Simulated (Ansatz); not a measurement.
# Stretching the linear Li chain, part 2 of 2

Aim: how do moment and conductance of the linear Li chain follow its length?

Ansatz 0.2.0; DFT PBE, plane waves, PAW; relaxation of a chain's period (the session's first sound run).

So far, conductance of the lead as this run defines it (G₀): step 3 (At a set period, period over the relaxed period 0.88 …) 1.000.

**4. At a set period, period over the relaxed period 0.92, k-mesh 1×1×29**

Level of this step: DFT PBE, plane waves, PAW; channels and complex bands of a perfect chain (Ansatz).

The period is set to 0.92 times the relaxed one: shorter bonds widen the bands.

The cell differs from the one that the last finished run ended in (c 2.650 → 2.771 Å).

input.yaml

```yaml
crystal:
  lattice:
    - [7.5, 0.0, 0.0]
    - [0.0, 7.5, 0.0]
    - [0.0, 0.0, 2.770501402]
  atoms:
    - { symbol: Li, position: [0.5, 0.5, 0.0], spin: 0.5 }
magnetization:
  spin_polarized: true
kpoints:
  mp_grid: { grid: [1, 1, 29] }
scf:
  occupations: { method: fermi_dirac, width: 0.05 }
hamiltonian:
  xc: pbe
output:
  transmission:
    e_range: [-2, 2]
    de: 0.035
    kmesh: [1, 1]
    reduced_basis: true
    leads: [[0, 0]]
  stress: true
```

Command:

```sh
ansatz run input.yaml --threads 4 --pin off --max-ram 8192MiB --backend cpu --events-out ev --progress --plain --runs-dir out
```

Numbers of over 12 decimals in the logs are rounded to 6 here.

What it wrote:

```text
[...]
Crystal: 1 atoms, lattice volume = 155.841 Å³
Basis set: ecut = 420 eV, 3089 PW (Γ)
Bands: 6, of which v1, the nominal top of the filled ones, is band 2 counted from 1 (1 counted from 0)
Symmetry: 16 space group operations
[...]
k-points: 15 of 29
[...]
Starting moments: Σ|m| = 0.5 μB on 1 of 1 site
[...]
--- Transmission ---
  basis      : 497 plane waves across, 4 finite elements along
  points     : 1, standing for a mesh of 1 x 1
[...]
crystal 0  : Li1, at the sites [0, 0], period 2.7705 Å: whole cells are its period
[...]
filled         : 6.3 meV under the level at which it is neutral
    channels       : 1.000000e0 up, 1.000000e0 down
[...]
[key lines of the parts left out:]
SCF converged after 13 iterations
Magnetization: -0.0000 μB (1.5000 up, 1.5000 down)
Free energy (F): -203.698648 eV
Fermi energy:    -2.774670 eV
P = ⅓ Tr σ = 0.0136 GPa (0.136 kbar)
```

Wall time 33 s (4 threads of Intel Xeon Platinum 8375C at 2.90GHz (Ice Lake), shared host); peak memory 0.43 GiB; 67 s of CPU time.

At the computed energy nearest the Fermi level there are 1 spin-up and 1 spin-down channels, and the thermal average gives 1.000 G₀.

**5. At a set period, period over the relaxed period 0.96, k-mesh 1×1×28**

The period is set to 0.96 times the relaxed one: shorter bonds widen the bands.

The cell differs from the one that the last finished run ended in (c 2.771 → 2.891 Å).

Edit input.yaml of step 4 so:

```diff
@@ -4,3 +4,3 @@
     - [0.0, 7.5, 0.0]
-    - [0.0, 0.0, 2.770501402]
+    - [0.0, 0.0, 2.8909579847]
   atoms:
@@ -10,3 +10,3 @@
 kpoints:
-  mp_grid: { grid: [1, 1, 29] }
+  mp_grid: { grid: [1, 1, 28] }
 scf:
```

What it wrote:

```text
[...]
Crystal: 1 atoms, lattice volume = 162.616 Å³
Basis set: ecut = 420 eV, 3185 PW (Γ)
Bands: 6, of which v1, the nominal top of the filled ones, is band 2 counted from 1 (1 counted from 0)
Symmetry: 16 space group operations
[...]
k-points: 15 of 28
[...]
Starting moments: Σ|m| = 0.5 μB on 1 of 1 site
[...]
--- Transmission ---
  basis      : 497 plane waves across, 4 finite elements along
  points     : 1, standing for a mesh of 1 x 1
[...]
crystal 0  : Li1, at the sites [0, 0], period 2.8910 Å: whole cells are its period
[...]
filled         : 0.7 meV over the level at which it is neutral
    channels       : 1.000000e0 up, 1.000000e0 down
[...]
[key lines of the parts left out:]
SCF converged after 14 iterations
Magnetization: 0.0000 μB (1.5000 up, 1.5000 down)
Free energy (F): -203.719043 eV
Fermi energy:    -2.783250 eV
P = ⅓ Tr σ = -0.1010 GPa (-1.010 kbar)
```

The job ended after 27 s (4 threads; peak memory 0.4 GiB).

At the computed energy nearest the Fermi level there are 1 spin-up and 1 spin-down channels, and the thermal average gives 1.000 G₀.

**6. At a set period, period over the relaxed period 1, k-mesh 1×1×27**

The period is set to 1.0 times the relaxed one, as the point of reference.

Edit input.yaml of step 5 so:

```diff
@@ -4,3 +4,3 @@
     - [0.0, 7.5, 0.0]
-    - [0.0, 0.0, 2.8909579847]
+    - [0.0, 0.0, 3.0114145674]
   atoms:
@@ -10,3 +10,3 @@
 kpoints:
-  mp_grid: { grid: [1, 1, 28] }
+  mp_grid: { grid: [1, 1, 27] }
 scf:
```

What it wrote:

```text
[...]
Crystal: 1 atoms, lattice volume = 169.392 Å³
Basis set: ecut = 420 eV, 3323 PW (Γ)
Bands: 6, of which v1, the nominal top of the filled ones, is band 2 counted from 1 (1 counted from 0)
Symmetry: 16 space group operations
[...]
k-points: 14 of 27
[...]
Starting moments: Σ|m| = 0.5 μB on 1 of 1 site
[...]
--- Transmission ---
  basis      : 497 plane waves across, 4 finite elements along
  points     : 1, standing for a mesh of 1 x 1
[...]
crystal 0  : Li1, at the sites [0, 0], period 3.0114 Å: whole cells are its period
[...]
filled         : 8.0 meV over the level at which it is neutral
    channels       : 1.000000e0 up, 1.000000e0 down
[...]
[key lines of the parts left out:]
SCF converged after 14 iterations
Magnetization: 0.0000 μB (1.5000 up, 1.5000 down)
Free energy (F): -203.726421 eV
Fermi energy:    -2.786409 eV
P = ⅓ Tr σ = -0.1915 GPa (-1.915 kbar)
```

It took 27 s on 4 threads; peak memory 0.4 GiB; 59 s of CPU time.

At the computed energy nearest the Fermi level there are 1 spin-up and 1 spin-down channels, and the thermal average gives 1.000 G₀.

**7. At a set period, period over the relaxed period 1.04, k-mesh 1×1×26**

The period is set to 1.04 times the relaxed one: longer bonds narrow the bands.

The cell differs from the one that the last finished run ended in (c 3.011 → 3.132 Å).

Edit input.yaml of step 6 so:

```diff
@@ -4,3 +4,3 @@
     - [0.0, 7.5, 0.0]
-    - [0.0, 0.0, 3.0114145674]
+    - [0.0, 0.0, 3.1318711501]
   atoms:
@@ -10,3 +10,3 @@
 kpoints:
-  mp_grid: { grid: [1, 1, 27] }
+  mp_grid: { grid: [1, 1, 26] }
 scf:
```

What it wrote:

```text
[...]
Crystal: 1 atoms, lattice volume = 176.168 Å³
Basis set: ecut = 420 eV, 3483 PW (Γ)
Bands: 6, of which v1, the nominal top of the filled ones, is band 2 counted from 1 (1 counted from 0)
Symmetry: 16 space group operations
[...]
k-points: 14 of 26
[...]
Starting moments: Σ|m| = 0.5 μB on 1 of 1 site
[...]
--- Transmission ---
  basis      : 497 plane waves across, 4 finite elements along
  points     : 1, standing for a mesh of 1 x 1
[...]
crystal 0  : Li1, at the sites [0, 0], period 3.1319 Å: whole cells are its period
[...]
filled         : 3.3 meV over the level at which it is neutral
    channels       : 1.000000e0 up, 1.000000e0 down
[...]
[key lines of the parts left out:]
SCF converged after 13 iterations
Magnetization: -0.0000 μB (1.5000 up, 1.5000 down)
Free energy (F): -203.723447 eV
Fermi energy:    -2.797333 eV
P = ⅓ Tr σ = -0.2623 GPa (-2.623 kbar)
```

Elapsed: 26 s, on 4 threads; peak memory 0.41 GiB.

At the computed energy nearest the Fermi level there are 1 spin-up and 1 spin-down channels, and the thermal average gives 1.000 G₀. The change of length costs 0.003 eV a cell and leaves no moment.

**8. At a set period, period over the relaxed period 1.08, k-mesh 1×1×25**

The period is set to 1.08 times the relaxed one: longer bonds narrow the bands.

The cell differs from the one that the last finished run ended in (c 3.132 → 3.252 Å).

Edit input.yaml of step 7 so:

```diff
@@ -4,3 +4,3 @@
     - [0.0, 7.5, 0.0]
-    - [0.0, 0.0, 3.1318711501]
+    - [0.0, 0.0, 3.2523277328]
   atoms:
@@ -10,3 +10,3 @@
 kpoints:
-  mp_grid: { grid: [1, 1, 26] }
+  mp_grid: { grid: [1, 1, 25] }
 scf:
```

What it wrote:

```text
[...]
Crystal: 1 atoms, lattice volume = 182.943 Å³
Basis set: ecut = 420 eV, 3579 PW (Γ)
Bands: 6, of which v1, the nominal top of the filled ones, is band 2 counted from 1 (1 counted from 0)
Symmetry: 16 space group operations
[...]
k-points: 13 of 25
[...]
Starting moments: Σ|m| = 0.5 μB on 1 of 1 site
[...]
--- Transmission ---
  basis      : 497 plane waves across, 5 finite elements along
  points     : 1, standing for a mesh of 1 x 1
[...]
crystal 0  : Li1, at the sites [0, 0], period 3.2523 Å: whole cells are its period
[...]
filled         : 3.5 meV under the level at which it is neutral
    channels       : 1.000000e0 up, 1.000000e0 down
[...]
[key lines of the parts left out:]
SCF converged after 14 iterations
Magnetization: 0.0000 μB (1.5000 up, 1.5000 down)
Free energy (F): -203.712023 eV
Fermi energy:    -2.806699 eV
P = ⅓ Tr σ = -0.3162 GPa (-3.162 kbar)
```

The job ended after 33 s (4 threads; peak memory 0.4 GiB; 71 s of CPU time).

At the computed energy nearest the Fermi level there are 1 spin-up and 1 spin-down channels, and the thermal average gives 1.000 G₀. The change of length costs 0.015 eV a cell and leaves no moment.

**9. The chain at a fixed length, period over the relaxed period 1.13, k-mesh 1×1×24**

The period is set to 1.13 times the relaxed one: longer bonds narrow the bands.

The cell differs from the one that the last finished run ended in (c 3.252 → 3.403 Å).

Edit input.yaml of step 8 so:

```diff
@@ -4,3 +4,3 @@
     - [0.0, 7.5, 0.0]
-    - [0.0, 0.0, 3.2523277328]
+    - [0.0, 0.0, 3.4028984612]
   atoms:
@@ -10,3 +10,3 @@
 kpoints:
-  mp_grid: { grid: [1, 1, 25] }
+  mp_grid: { grid: [1, 1, 24] }
 scf:
```

What it wrote:

```text
[...]
Crystal: 1 atoms, lattice volume = 191.413 Å³
Basis set: ecut = 420 eV, 3747 PW (Γ)
Bands: 6, of which v1, the nominal top of the filled ones, is band 2 counted from 1 (1 counted from 0)
Symmetry: 16 space group operations
[...]
k-points: 13 of 24
[...]
Starting moments: Σ|m| = 0.5 μB on 1 of 1 site
[...]
--- Transmission ---
  basis      : 497 plane waves across, 5 finite elements along
  points     : 1, standing for a mesh of 1 x 1
[...]
crystal 0  : Li1, at the sites [0, 0], period 3.4029 Å: whole cells are its period
[...]
filled         : 1.2 meV over the level at which it is neutral
    channels       : 1.000000e0 up, 1.000000e0 down
[...]
[key lines of the parts left out:]
SCF converged after 14 iterations
Magnetization: 0.0000 μB (1.5000 up, 1.5000 down)
Free energy (F): -203.689069 eV
Fermi energy:    -2.801926 eV
P = ⅓ Tr σ = -0.3656 GPa (-3.656 kbar)
```

It took 29 s on 4 threads; peak memory 0.42 GiB; 62 s of CPU time.

At the computed energy nearest the Fermi level there are 1 spin-up and 1 spin-down channels, and the thermal average gives 1.000 G₀. The change of length costs 0.038 eV a cell and leaves no moment.

**10. At a set period, period over the relaxed period 1.2, k-mesh 1×1×23**

The period is set to 1.2 times the relaxed one: longer bonds narrow the bands.

The cell differs from the one that the last finished run ended in (c 3.403 → 3.614 Å).

Edit input.yaml of step 9 so:

```diff
@@ -4,3 +4,3 @@
     - [0.0, 7.5, 0.0]
-    - [0.0, 0.0, 3.4028984612]
+    - [0.0, 0.0, 3.6136974809]
   atoms:
@@ -10,3 +10,3 @@
 kpoints:
-  mp_grid: { grid: [1, 1, 24] }
+  mp_grid: { grid: [1, 1, 23] }
 scf:
```

What it wrote:

```text
[...]
Crystal: 1 atoms, lattice volume = 203.270 Å³
Basis set: ecut = 420 eV, 3949 PW (Γ)
Bands: 6, of which v1, the nominal top of the filled ones, is band 2 counted from 1 (1 counted from 0)
Symmetry: 16 space group operations
[...]
k-points: 12 of 23
[...]
Starting moments: Σ|m| = 0.5 μB on 1 of 1 site
[...]
--- Transmission ---
  basis      : 497 plane waves across, 5 finite elements along
  points     : 1, standing for a mesh of 1 x 1
[...]
crystal 0  : Li1, at the sites [0, 0], period 3.6137 Å: whole cells are its period
[...]
filled         : 6.5 meV over the level at which it is neutral
    channels       : 1.000000e0 up, 1.000000e0 down
[...]
[key lines of the parts left out:]
SCF converged after 14 iterations
Magnetization: 0.0000 μB (1.5000 up, 1.5000 down)
Free energy (F): -203.646052 eV
Fermi energy:    -2.792578 eV
P = ⅓ Tr σ = -0.4098 GPa (-4.098 kbar)
```

Wall time 29 s (4 threads); peak memory 0.41 GiB; 62 s of CPU time.

At the computed energy nearest the Fermi level there are 1 spin-up and 1 spin-down channels, and the thermal average gives 1.000 G₀. The change of length costs 0.081 eV a cell and leaves no moment.

**11. At a set period, period over the relaxed period 1.3, k-mesh 1×1×21**

The period is set to 1.3 times the relaxed one: longer bonds narrow the bands.

The cell differs from the one that the last finished run ended in (c 3.614 → 3.915 Å).

Edit input.yaml of step 10 so:

```diff
@@ -4,3 +4,3 @@
     - [0.0, 7.5, 0.0]
-    - [0.0, 0.0, 3.6136974809]
+    - [0.0, 0.0, 3.9148389377]
   atoms:
@@ -10,3 +10,3 @@
 kpoints:
-  mp_grid: { grid: [1, 1, 23] }
+  mp_grid: { grid: [1, 1, 21] }
 scf:
```

What it wrote:

```text
[...]
Crystal: 1 atoms, lattice volume = 220.210 Å³
Basis set: ecut = 420 eV, 4293 PW (Γ)
Bands: 6, of which v1, the nominal top of the filled ones, is band 2 counted from 1 (1 counted from 0)
Symmetry: 16 space group operations
[...]
k-points: 11 of 21
[...]
Starting moments: Σ|m| = 0.5 μB on 1 of 1 site
[...]
--- Transmission ---
  basis      : 497 plane waves across, 5 finite elements along
  points     : 1, standing for a mesh of 1 x 1
[...]
crystal 0  : Li1, at the sites [0, 0], period 3.9148 Å: whole cells are its period
[...]
filled         : 0.5 meV under the level at which it is neutral
    channels       : 1.000000e0 up, 1.000000e0 down
[...]
[key lines of the parts left out:]
SCF converged after 14 iterations
Magnetization: 0.0000 μB (1.5000 up, 1.5000 down)
Free energy (F): -203.571859 eV
Fermi energy:    -2.789492 eV
P = ⅓ Tr σ = -0.4368 GPa (-4.368 kbar)
```

Wall time 25 s (4 threads); peak memory 0.42 GiB; 61 s of CPU time.

At the computed energy nearest the Fermi level there are 1 spin-up and 1 spin-down channels, and the thermal average gives 1.000 G₀. The change of length costs 0.156 eV a cell and leaves no moment.

**12. Comparing the runs**

Times are for 4 threads of Intel Xeon Platinum 8375C at 2.90GHz (Ice Lake), shared host. The series side by side:

```tsv
no.	period over the relaxed period	conductance of the lead as this run defines it (G₀)	energy at zero smearing less the lowest (eV)	time	memory (GiB)
1	0.88	1.0000	0.06476	34 s	0.43
2	0.92	1.0000	0.02741	33 s	0.43
3	0.96	1.0000	0.007426	27 s	0.4
4	1	1.0000	0	27 s	0.4
5	1.04	1.0000	0.002794	26 s	0.41
6	1.08	1.0000	0.01465	33 s	0.4
7	1.13	1.0000	0.03807	29 s	0.42
8	1.2	1.0000	0.08121	29 s	0.41
9	1.3	1.0000	0.1558	25 s	0.42
```

**13. The same system on other settings**

This step: DFT PBE, plane waves, PAW; channels and complex bands of a perfect chain; changed: crystal.atoms[0].symbol = "LIx", scf.max_iter = 75 (Ansatz 0.2.0).

The input of the run at the relaxed period is made doubtful on purpose.

input.yaml, the sections that differ from step 11:

```yaml
crystal:
  lattice:
    - [7.5, 0.0, 0.0]
    - [0.0, 7.5, 0.0]
    - [0.0, 0.0, 3.0114145674]
  atoms:
    - { symbol: LIx, position: [0.5, 0.5, 0.0], spin: 0.5 }
kpoints:
  mp_grid: { grid: [1, 1, 27] }
scf:
  occupations: { method: fermi_dirac, width: 0.05 }
  max_iter: 75
# magnetization, hamiltonian, output: as in step 11
```

What it wrote:

```text
Error: YAML parse error: error: line 7 column 17: `LIx` is not an element symbol (H … Og, case-exact)
 --> <input>:7:17
  |
5 |     - [0.0, 0.0, 3.0114145674]
6 |   atoms:
7 |     - { symbol: LIx, position: [0.5, 0.5, 0.0], spin: 0.5 }
  |                 ^ `LIx` is not an element symbol (H … Og, case-exact)
8 | magnetization:
9 |   spin_polarized: true
  |
```

The job ended after 0.02 s (4 threads; peak memory 0.06 GiB).

The input was rejected at the start.

The program's message: “Error: YAML parse error: error: line 7 column 17: `LIx` is not an element symbol (H … Og, case-exact)”

The change that led to it: crystal.atoms[0].symbol = "LIx".

**14. Outcome**

| Quantity | Value |
| --- | --- |
| relaxed cell length | 3.011 Å |
| conductance at period × 0.88 | 1.000 G₀ |
| conductance at period × 1.0 | 1.000 G₀ |
| conductance at period × 1.13 | 1.000 G₀ |
| conductance at period × 1.3 | 1.000 G₀ |
| absolute moment at period × 0.88 | 0 μB |
| absolute moment at period × 1.0 | 0 μB |
| absolute moment at period × 1.3 | 0 μB |

**Reading.** No moment survives at any length. Transport is coherent and elastic here: the atoms are frozen, so scattering by vibrations plays no part. The lead's cell of one atom keeps the chain straight and evenly spaced; a zigzag or dimerised form may lie lower.

[Logs are printed without paths, hosts, clocks, repeated set-up lines and the standing remarks that a program may print on its own settings, such as how far it seeks lower states.]

[Hosts, paths, dates, database ids (printed as entryN), source tags and the programs' standing remarks are cut or masked in the printed files.]
